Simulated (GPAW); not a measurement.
## How PbSe (Clausthalite) absorbs and reflects light

Aim: the dielectric function of PbSe (Clausthalite), and the optical constants that follow from it.

Program: GPAW 26.7.0. Level of theory: DFT, LDA, plane-wave PAW (GPAW data sets), scalar-relativistic, RPA, optical limit. Results are calculated unless marked as measured.

### 1. The structure

The structure is cubic, space group Fm-3m (No. 225). The conventional cell has a = 6.121 Å, b = 6.121 Å, c = 6.121 Å, α = 90.00°, β = 90.00°, γ = 90.00°. Nearest to Pb lie 6 Se at 3.06 Å. Nearest to Se lie 6 Pb at 3.06 Å. Farther neighbours and most contacts between anions are not listed.

Coordinates:

```
Pb Se
1.0
     0.00000    3.06065    3.06065
     3.06065    0.00000    3.06065
     3.06065    3.06065    0.00000
Pb Se
1 1
Direct
  0.00000 0.00000 0.00000
  0.50000 0.50000 0.50000
```

### 2. Bands for the response

The response needs many more empty bands than the density does.

This step: DFT, LDA, plane-wave PAW (GPAW data sets), scalar-relativistic, bands at fixed density (GPAW 26.7.0).

The input, nscf.py:

```python
from ase.dft.bandgap import bandgap
from gpaw import GPAW, FermiDirac

calc = GPAW('gs.gpw').fixed_density(kpts={'size': (10, 10, 10), 'gamma': True}, nbands=59, convergence={'bands': 53},
                                    occupations=FermiDirac(0.05), txt='nscf.txt')
print('gap (eV)', bandgap(calc, output=None)[0])
print('direct gap (eV)', bandgap(calc, direct=True, output=None)[0])
print('top band over the Fermi level (eV)', min(calc.get_eigenvalues(kpt=k)[52] for k in range(len(calc.get_ibz_k_points()))) - calc.get_fermi_level())
calc.write('full.gpw', mode='all')
```

Run with:

```console
$ OMP_NUM_THREADS=1 python nscf.py
```

Numbers of over 12 decimals in the logs are rounded to 6 here.

Output:

```text
Diagonalizing LCAO Hamiltonian
Converting LCAO to pw mode
convergence criteria:
- Maximum integral of absolute [eigenst]ate change: 4e-08 eV^2 / valence electron
maximum number of iterations: 150

SCF iterations
|iter     |      energy | eigst |  dens |
|iter:   1||             | +3.90 |       |
|iter:   2||             | +2.63 |       |
|iter:   3||             | +1.59 |       |
|iter:   4||             | +0.41 |       |
|iter:   5||             | -0.49 |       |
|iter:   6||             | -1.44 |       |
|iter:   7||             | -2.23 |       |
|iter:   8||             | -3.17 |       |
|iter:   9||             | -3.93 |       |
|iter:  10||             | -4.81 |       |
|iter:  11||             | -5.52 |       |
|iter:  12||             | -6.29 |       |
|iter:  13||             | -6.93 |       |
|iter:  14||             | -7.49c|       |
SCF steps: 14
  __  _  _
 | _ |_)|_||  |
 |__||  | ||/\| - 26.7.0

Versions:
  Python: 3.12.14
  ASE:    3.29.0
  Numpy:  2.5.5
  Scipy:  1.18.1
  Libxc:  7.0.0

Input parameters:
  mode=PW(ecut=500.0),
  convergence={'bands': 53},
  gpts=array([24, 24, 24]),
  kpts=MonkhorstPack(size=(10, 10, 10), gamma=True),
  maxiter=150,
  nbands=59,
  occupations=Occupations(name='fermi-dirac', width=0.05, fixmagmom=False),
  parallel={},
  xc=XC(name='LDA')

--- standard output ---
gap (eV) 0.144968
direct gap (eV) 0.144968
top band over the Fermi level (eV) 37.164260
```

Wall time 1.7 min (1 thread of Arm Neoverse V2, shared host); peak memory 0.22 GiB.

### 3. Dielectric function, RPA

Transitions between filled and empty bands, summed over the zone, give the optical response, so mesh, band count and broadening shape it.

The induced potential is part of this response.

This step: DFT, LDA, plane-wave PAW (GPAW data sets), scalar-relativistic, RPA, optical limit (GPAW 26.7.0).

The input, df.py:

```python
from gpaw.response.df import DielectricFunction

df = DielectricFunction('full.gpw', frequencies={'type': 'nonlinear', 'domega0': 0.03, 'omega2': 8},
                        ecut=50,
                        eta=0.15,
                        nbands=53,
                        rate=0.05,
                        txt='df.txt')
for direction in ['x']:
    df.get_dielectric_function(xc='RPA', direction=direction, filename=f'df_{direction}.csv')
```

Run with:

```console
$ OMP_NUM_THREADS=1 python df.py
```

Output:

```text
Using integrator: PointIntegrator
NonLinearFrequencyDescriptor(from 0.000 to 59.990 eV, 488 points)
Nonperiodic BCs:  [False False False]
Using integrator: PointIntegrator
NonLinearFrequencyDescriptor(from 0.000 to 59.990 eV, 488 points)
Nonperiodic BCs:  [False False False]
Using integrator: PointIntegrator

Calculating chi0 body with:
    Ground state adapter containing:
    Number of spins: 1
    Number of kpoints: 1000
    Number of irreducible kpoints: 47
    Number of completely occupied states: 9
    Number of partially occupied states: 11

    Linear response parametrization:
    q_c: [0.0, 0.0, 0.0]
    Number of frequency points: 488
    Planewave cutoff: 50.0
    Number of bands: 53
    Number of planewaves: 59
    Broadening (eta): 0.15

Integrating chi0 body.

Symmetries of q_c:
    Direct symmetries (Uq -> q): 48
    Indirect symmetries (TUq -> q): 0
In total 48 allowed symmetries.

47 groups of equivalent kpoints. 95.3% reduction.

Integral kind: spectral function

Calculating chi0 optical extensions with:
    Ground state adapter containing:
    Number of spins: 1
    Number of kpoints: 1000
    Number of irreducible kpoints: 47
    Number of completely occupied states: 9
    Number of partially occupied states: 11

    Linear response parametrization:
    Number of frequency points: 488
    Planewave cutoff: 50.0
    Number of bands: 53
    Number of planewaves: 59
    Broadening (eta): 0.15
Integrating chi0 head and wings.

Symmetries of q_c:
    Direct symmetries (Uq -> q): 48
    Indirect symmetries (TUq -> q): 0
In total 48 allowed symmetries.

47 groups of equivalent kpoints. 95.3% reduction.

Integral kind: spectral function wings

Calculating drude chi0 with:
    Number of frequency points:488
    Plasma frequency decay rate: 0.05 eV

    Ground state adapter containing:
    Number of spins: 1
    Number of kpoints: 1000
    Number of irreducible kpoints: 47
    Number of completely occupied states: 9
    Number of partially occupied states: 11

Symmetries of q_c:
    Direct symmetries (Uq -> q): 48
    Indirect symmetries (TUq -> q): 0
In total 48 allowed symmetries.

47 groups of equivalent kpoints. 95.3% reduction.

Integral kind: intraband
Plasma frequency:
[[0.03+0.j 0.  -0.j 0.  -0.j]
 [0.  -0.j 0.03+0.j 0.  +0.j]
 [0.  -0.j 0.  +0.j 0.03+0.j]]
```

Run time: 16 s. Hardware: 1 thread; peak memory 0.31 GiB.

Some rows of df_x.csv (energy; Re and Im without local fields; Re and Im with them):

```text
0.000000, 38.493621, 0.000000, 36.615538, 0.000000
0.460735, 22.330174, 2.766655, 20.500968, 2.692378
0.943989, 29.253303, 4.794801, 27.021507, 4.450922
1.451455, 26.970237, 12.374107, 24.560414, 11.622736
1.984998, 35.806183, 29.355977, 32.615482, 25.730007
2.546682, -14.716180, 28.902767, -13.699273, 28.591496
3.138794, -5.828403, 20.460597, -5.159876, 19.012660
3.763875, -11.830153, 10.404823, -11.345665, 10.698877
4.424758, -5.513925, 5.223026, -5.479458, 4.998900
5.124608, -3.256738, 3.668233, -3.424925, 3.466285
5.866977, -1.553749, 2.780666, -1.971161, 2.446081
6.655862, -0.435356, 2.871506, -0.937488, 2.255929
7.495775, 0.111831, 3.655466, -0.197491, 2.457287
8.391833, -1.257734, 3.150246, -0.848491, 2.431891
9.349861, -1.060432, 2.161496, -0.868540, 1.607509
10.376517, -0.948712, 1.745997, -0.542671, 1.246994
11.479449, -0.745284, 1.512085, -0.199809, 1.174780
12.667487, -0.588313, 0.943268, -0.187785, 0.868575
13.950874, -0.310754, 0.522743, -0.166196, 0.553418
```

Sum at mesh points, not converged in k. Im ε, E ∥ x against photon energy; read off at these points:

| photon energy (eV) | Im ε, E ∥ x |
| --- | --- |
| 0.50 | 2.41 |
| 1.00 | 5.79 |
| 1.50 | 11.6 |
| 2.00 | 26.6 |
| 2.28 | 55.8 |
| 2.50 | 33.9 |
| 3.00 | 18.5 |
| 3.50 | 16.0 |
| 4.00 | 6.33 |
| 4.50 | 4.95 |
| 5.00 | 3.54 |
| 5.50 | 2.87 |
| 6.00 | 2.35 |
| 6.50 | 2.33 |
| 7.00 | 2.49 |
| 7.50 | 2.47 |
| 8.00 | 2.89 |
| 8.50 | 2.42 |
| 9.00 | 1.92 |
| 9.50 | 1.55 |
| 10.00 | 1.63 |
| 10.50 | 1.28 |
| 11.00 | 1.21 |
| 11.50 | 1.19 |
| 12.00 | 1.02 |
| 12.50 | 0.935 |
| 13.00 | 1.05 |
| 13.50 | 0.793 |

Values under 1 per cm are given as 1; sum at mesh points, not converged in k. Table of absorption coefficient, E ∥ x by photon energy:

photon energy (eV), log10 absorption coefficient, E ∥ x (1/cm) and a bar from the least value:
```
    0.492        4.1 
    1.010        4.8 ##########
    1.486        5.2 #################
    1.985        5.6 #######################
    2.508        6.1 ##############################
    3.018        6.0 ############################
    3.510        6.1 ##############################
    3.980        6.1 ##############################
    4.516        6.1 #############################
    4.981        6.0 #############################
    5.515        6.0 ############################
    6.021        6.0 ############################
    6.494        6.0 ############################
    6.985        6.0 ############################
    7.496        5.9 ###########################
    8.026        6.1 #############################
    8.516        6.1 #############################
    9.023        6.1 #############################
    9.483        6.0 #############################
   10.026        6.1 #############################
   10.519        6.0 ############################
   11.029        6.0 #############################
   11.479        6.0 ############################
   12.023        6.0 ############################
   12.504        6.0 ############################
   13.000        6.0 #############################
   13.512        6.0 #############################
```

Sum at mesh points, not converged in k. The loss function −Im 1/ε at q → 0, E ∥ x by energy loss; read off at these points:

| energy loss (eV) | loss function −Im 1/ε at q → 0, E ∥ x |
| --- | --- |
| 0.500 | 0.00541 |
| 0.750 | 0.00412 |
| 1.000 | 0.00715 |
| 1.250 | 0.0141 |
| 1.500 | 0.0151 |
| 1.750 | 0.0127 |
| 2.000 | 0.0148 |
| 2.250 | 0.0165 |
| 2.500 | 0.0252 |
| 2.750 | 0.0444 |
| 3.000 | 0.0522 |
| 3.250 | 0.0497 |
| 3.500 | 0.0475 |
| 3.750 | 0.0441 |
| 4.000 | 0.0585 |
| 4.250 | 0.0748 |
| 4.500 | 0.0931 |
| 4.750 | 0.104 |
| 5.000 | 0.140 |
| 5.250 | 0.152 |
| 5.500 | 0.187 |
| 5.750 | 0.223 |
| 6.000 | 0.281 |
| 6.250 | 0.298 |
| 6.500 | 0.347 |
| 6.750 | 0.391 |
| 7.000 | 0.350 |
| 7.250 | 0.423 |
| 7.500 | 0.403 |
| 7.750 | 0.332 |
| 8.000 | 0.318 |
| 8.250 | 0.366 |
| 8.500 | 0.353 |
| 8.750 | 0.388 |
| 9.000 | 0.423 |
| 9.250 | 0.447 |
| 9.500 | 0.540 |
| 9.750 | 0.543 |
| 10.000 | 0.484 |
| 10.250 | 0.613 |
| 10.500 | 0.684 |
| 10.750 | 0.684 |
| 11.000 | 0.717 |
| 11.250 | 0.810 |
| 11.403 | 0.899 |
| 11.500 | 0.812 |
| 11.750 | 0.781 |
| 12.000 | 0.889 |
| 12.250 | 0.955 |
| 12.500 | 0.991 |
| 12.750 | 1.10 |
| 13.000 | 0.906 |
| 13.250 | 1.02 |
| 13.500 | 1.01 |
| 13.750 | 1.42 |

The reflectivity at normal incidence, E ∥ x has structure finer than the step of the table below, so its rows give means over 0.5 eV, whole bins alone (the curve runs from 0.305 to 14.0 eV). Peaks (eV: height): 2.47: 69.9, 3.89: 71.7, 8.64: 35.2, 10.10: 35.2, 13.60: 33.5.

Sum at mesh points, not converged in k. Table of reflectivity at normal incidence, E ∥ x by photon energy; means over each step:

photon energy (eV), reflectivity at normal incidence, E ∥ x (%) and a bar from the least value:
```
      1.0       46.5 ###############
      1.5       48.0 ################
      2.0       57.0 ######################
      2.5       67.2 #############################
      3.0       58.3 #######################
      3.5       63.7 ###########################
      4.0       68.8 ##############################
      4.5       63.0 ##########################
      5.0       57.2 ######################
      5.5       51.9 ###################
      6.0       42.9 #############
      6.5       35.6 ########
      7.0       30.7 #####
      7.5       25.6 ##
      8.0       31.8 ######
      8.5       33.5 #######
      9.0       34.2 #######
      9.5       31.4 #####
     10.0       32.3 ######
     10.5       28.9 ####
     11.0       28.2 ###
     11.5       24.6 #
     12.0       26.0 ##
     12.5       23.9 #
     13.0       23.0 
     13.5       30.1 #####
```

Sum at mesh points, not converged in k. Table of Im ε, E ∥ x by photon energy; read off at these points:

| photon energy (eV) | without local fields | with local fields |
| --- | --- | --- |
| 0.50 | 2.49 | 2.41 |
| 1.00 | 6.24 | 5.79 |
| 1.50 | 12.4 | 11.6 |
| 2.00 | 30.4 | 26.6 |
| 2.28 | 60.8 | 55.8 |
| 2.50 | 34.2 | 33.9 |
| 3.00 | 20.1 | 18.5 |
| 3.50 | 16.4 | 16.0 |
| 4.00 | 6.41 | 6.33 |
| 4.50 | 5.13 | 4.95 |
| 5.00 | 3.78 | 3.54 |
| 5.50 | 3.11 | 2.87 |
| 6.00 | 2.73 | 2.35 |
| 6.50 | 2.89 | 2.33 |
| 7.00 | 3.21 | 2.49 |
| 7.50 | 3.67 | 2.47 |
| 8.00 | 3.81 | 2.89 |
| 8.50 | 3.00 | 2.42 |
| 9.00 | 2.50 | 1.92 |
| 9.50 | 2.25 | 1.55 |
| 10.00 | 1.95 | 1.63 |
| 10.50 | 1.76 | 1.28 |
| 11.00 | 1.54 | 1.21 |
| 11.50 | 1.51 | 1.19 |
| 12.00 | 1.13 | 1.02 |
| 12.50 | 0.956 | 0.935 |
| 13.00 | 0.870 | 1.05 |
| 13.50 | 0.578 | 0.793 |

Optical constants at common wavelengths, from n + ik = √ε:

```csv
wavelength (nm),n,k,R (%),1/α
800,5.21,1.144,47.7,56 nm
532,5.31,5.110,67.8,8.3 nm
450,2.63,3.757,61.5,9.5 nm
405,2.80,3.429,57.3,9.4 nm
365,2.38,3.630,61.3,8.0 nm
308,1.04,2.996,68.3,8.2 nm
248,0.85,2.076,56.0,9.5 nm
```

In reflection the computed colour is faintly green: x = 0.301, y = 0.338, luminous reflectivity 64 %.

### 4. Summary of results

In words: At this level (LDA, RPA) PbSe is a semimetal or has a tiny gap, with few carriers whose number hangs on mesh and smearing,. The mesh is too coarse to trust the carriers' weight, the reflectivity or the colour to better than tens of per cent. In reflection the computed colour is faintly green: x = 0.301, y = 0.338, luminous reflectivity 64 %. The carriers' damping of 0.05 eV is typed, not computed; it shapes the response at the lowest energies. Spin-orbit coupling is left out although heavy atoms are present. The gap is so small that the smearing puts carriers across it; at a true gap they would be absent, and excitons are missing too. GPAW's carrier term has the form −ωp²/(ω + i·rate)², which damps like twice the rate and fails at low energy, so the curves leave the lowest energies out. The sum runs over mesh points 0.18 Å⁻¹ apart with no interpolation, so peaks are partly noise of the mesh, and the Drude plasma energy, a sum over the Fermi surface, isn't converged.

[Machine, clock and banner lines and Python warnings are left out of the logs.]

[Logs are printed without paths, hosts, clocks, repeated set-up lines and the standing remarks that a program may print on its own settings, such as how far it seeks lower states.]

[Hosts, paths, dates, database ids (printed as entryN), source tags and the programs' standing remarks are cut or masked in the printed files.]
